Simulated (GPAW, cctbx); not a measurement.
# Cd4Se3S: deformation density and structure factors from DFT

Question: by how much does bonding change the structure factors of Cd4Se3S?

The cell is our own: ordered zincblende alloy in the eight-atom cube, 3 of 4 S sites given to Se. All numbers below are calculated.

### 1. Relax the structure

The density hangs on the geometry, so cell and atoms are relaxed first, with the symmetry held. The cutoff is set higher than for the density because stress converges slowly with plane waves.

Settings: GPAW 26.7.0, PBE, 650 eV, 4×4×4 k-points, Fermi–Dirac width 0.02 eV, BFGS to 0.02 eV/Å.

```text
cell
1.0
     6.142500000    0.000000000    0.000000000
     0.000000000    6.142500000    0.000000000
     0.000000000    0.000000000    6.142500000
Se Cd S
3 4 1
Direct
0.000000000 0.000000000 0.500000000
0.000000000 0.500000000 0.000000000
0.500000000 0.000000000 0.000000000
0.250000000 0.250000000 0.750000000
0.250000000 0.750000000 0.250000000
0.750000000 0.250000000 0.250000000
0.750000000 0.750000000 0.750000000
0.500000000 0.500000000 0.500000000
```

```console
$ OMP_NUM_THREADS=1 mpirun -n 4 gpaw python run.py > gpaw.log
```

```text
BFGS:    0      -23.333297        0.437517
BFGS:    1      -23.343971        0.396520
BFGS:    2      -23.393078        0.056837
BFGS:    3      -23.393328        0.056351
BFGS:    4      -23.393494        0.052993
BFGS:    5      -23.394929        0.002826
cell  6.1191 6.1191 6.1191  90.00 90.00 90.00
volume 229.118 A^3, largest force 0.002 eV/A, largest stress 0.00 GPa
```

After 5 steps the volume has changed by -1.1 % and the energy by -0.062 eV; the largest stress left is 0.00 GPa. It took 4.4 min on 4 cores of Arm Neoverse N1 (shared host), peak memory 1.2 GiB.

Relaxed structure: P-43m (no. 215), a = 6.1191 Å, b = 6.1191 Å, c = 6.1191 Å, α = 90.00°, β = 90.00°, γ = 90.00°.

```csv
atom,mult.,x,y,z
Cd1,4,0.2560,0.2560,0.7440
Se1,3,0,0,1/2
S1,1,1/2,1/2,1/2
```

### 2. Density and charge transfer

X-rays see the whole electron density, so the PAW density is rebuilt with its core regions. Subtracting spherical free atoms from the same code cancels the cores and leaves the deformation density Δρ, the part due to bonding.

Settings: PBE, 600 eV, 4×4×4 k-points, Fermi–Dirac width 0.02 eV; primitive cell of 8 atoms.

```console
$ OMP_NUM_THREADS=1 mpirun -n 4 gpaw python run.py > gpaw.log
```

```text
|iter:   1|       0s |  -24.974681 | -0.54 |       |
|iter:   2|       5s |  -24.633618 | -2.04 | -1.14 |
|iter:   3|      10s |  -23.436492 | -1.25 | -1.20 |
...
|iter:   7|      25s |  -23.392939c| -5.32 | -3.07 |
|iter:   8|      28s |  -23.392950c| -6.32 | -3.68 |
|iter:   9|      32s |  -23.392951c| -7.45c| -4.50c|
```

```text
grid (70, 70, 70)  electrons 310.000  moved by bonding 1.788 e
deformation density beyond 0.5 A of the nuclei: max 0.119, min -0.076 e/A^3
atom        x       y       z   Voronoi charge  moment
Cd1    0.2560  0.2560  0.7440      0.328       0.00
Cd2    0.2560  0.7440  0.2560      0.328       0.00
Cd3    0.7440  0.2560  0.2560      0.328       0.00
Cd4    0.7440  0.7440  0.7440      0.328       0.00
Se5    0.0000  0.0000  0.5000     -0.318       0.00
Se6    0.0000  0.5000  0.0000     -0.318       0.00
Se7    0.5000  0.0000  0.0000     -0.318       0.00
S 8    0.5000  0.5000  0.5000     -0.361       0.00
mean inner potential of superposed free atoms 13.082 V
total magnetic moment 0.000 muB
```

Deformation density in a plane through the shortest contact of the Cd atom at the origin, in 0.01 e/Å³ (clipped at ±99); x from -1.6 to 4.2 Å, y from 2.4 down to -2.4 Å:

```text
  3   .   .  -2  -1   0   0   0   0   0   0   0   0  -1  -1  -1
  3  -1  -1   2   2   1   0   0   0   0   0   0   0   0  -1  -1
  3   4   7   8   5   1   0  -1   0   0   0   0   0   0   0  -1
  2   4   6   5   1  -1  -2  -1   0   0   0   1   2   1   0   0
  0   0  -1  -6  -6  -7  -4  -1   2   2  -1   0   3   3   1   0
 -1  -2  -6   2   .   2  -7   0   6   5  -4   .   0   1   1   0
 -1  -3  -4   .   .   .  -4   0   9   9   .   .   .  -1   0   0
 -1  -2  -6   0   .   1  -6   0   7   6  -1   .   2   2   1   0
 -1  -1  -3  -7  -5  -5  -4   0   3   3   4   8  10   6   2   0
  0  -1  -1  -2  -3  -3  -2  -1   1   2   4   7   6   2  -1  -2
  0   0   0  -1  -1  -1  -1  -1   0   0   0   0  -6  -7  -7  -4
  0   0   0   0  -1  -1  -1  -1  -1  -1  -2  -6   2   .   1  -7
  0   0   0   0   0  -1  -1  -1  -1  -2  -3  -4   .   .   .  -5
```

Atoms in or within 0.15 Å of the plane: Cd (0.0, 0.0), Cd (3.5, -2.4), S (2.6, 0.0) Å. Dots mark points within about 0.45 Å of a nucleus; large values next to them are atomic features.

S gains most (-0.36 e) and Cd loses most (+0.33 e), as electronegativity suggests. Such charges fall far short of formal ones, since overlapping free atoms already put density on their neighbours. Along the shortest contact from the Cd atom at the map's origin, Cd–S at 2.59 Å, Δρ is +0.06 e/Å³ at the midpoint; the highest value on the line, +0.13, lies at the edge of the range, 0.5 Å from Cd, and is an atomic rather than a bond feature: a modest build-up. At the midpoints of other shortest contacts it is +0.06 (Cd–Se, 2.67 Å) e/Å³. Point values carry grid noise of about 0.01 e/Å³. The run needed 9 iterations, 53 s.

### 3. Structure factors

The Fourier components of Δρ, added to those of the free atoms, give the static X-ray structure factors; the Mott–Bethe relation turns them into the Fourier components V of the potential that fast electrons feel.

```text
static structure factors of the conventional cell: F in electrons, V (Mott-Bethe) in volts
   h  k  l      d  |F| table  |F| free   |F| DFT   change   |V| free  |V| DFT  change %
   0  1  0  6.1191    10.580    10.565    10.595    0.029     0.130    0.108    -16.8
   0  1  1  4.3269    16.826    16.820    16.778   -0.042     0.339    0.355      4.6
   1  1  1  3.5329   197.460   197.522   197.627    0.105     6.893    6.850     -0.6
   0  2  0  3.0596    66.188    66.070    65.340   -0.731     1.382    1.519      9.9
   0  2  1  2.7365    22.132    22.130    22.072   -0.058     0.466    0.475      1.9
   1  2  1  2.4981    19.902    19.894    19.839   -0.054     0.441    0.447      1.4
   0  2  2  2.1634   234.989   234.799   234.658   -0.140     6.939    6.952      0.2
   1  2  2  2.0397     9.731     9.718     9.699   -0.019     0.094    0.096      1.9
   0  3  0  2.0397    31.586    31.538    31.531   -0.007     0.683    0.683      0.1
   0  3  1  1.9350    15.552    15.522    15.506   -0.016     0.247    0.248      0.5
   1  3  1  1.8450   160.837   160.626   160.438   -0.188     4.325    4.339      0.3
   2  2  2  1.7664    54.594    54.440    54.912    0.472     1.118    1.090     -2.6
   0  3  2  1.6971     0.795     0.817     0.837    0.020     0.165    0.164     -0.7
   1  3  2  1.6354    16.815    16.770    16.792    0.022     0.311    0.309     -0.4
```

The largest X-ray change is -0.73 e on 020, 1.1 % of |F|. For electrons V goes as (Z − F)/g², so a change of F counts against Z − F, which is small at low angle and wherever the atoms' terms cancel: |V| of 010 moves by -16.8 % (0.13 to 0.11 V) against +0.3 % in |F|. The last three rows still change by up to 0.47 e; the table stops while the angles are still low. The tabulated Hartree–Fock atoms differ from the free DFT atoms by up to 0.21 e, so the choice of reference atom matters too.

### 4. Answer

Bonding moves 1.79 e in the primitive cell of Cd4Se3S and changes the structure factors of the conventional cell in the table above by at most 0.73 e (020, 1.1 %). The shortest bond, Cd–S, has Δρ = +0.06 e/Å³ at its midpoint. Limits: static density, frozen cores, no spin–orbit coupling.

[Outputs are excerpts: Python notices, other lines and further rows are left out; steps that failed or that the build refused (PBEsol, TPSS) are not shown.]

[Logs are printed without paths, hosts, clocks, repeated set-up lines and the standing remarks that a program may print on its own settings, such as how far it seeks lower states.]
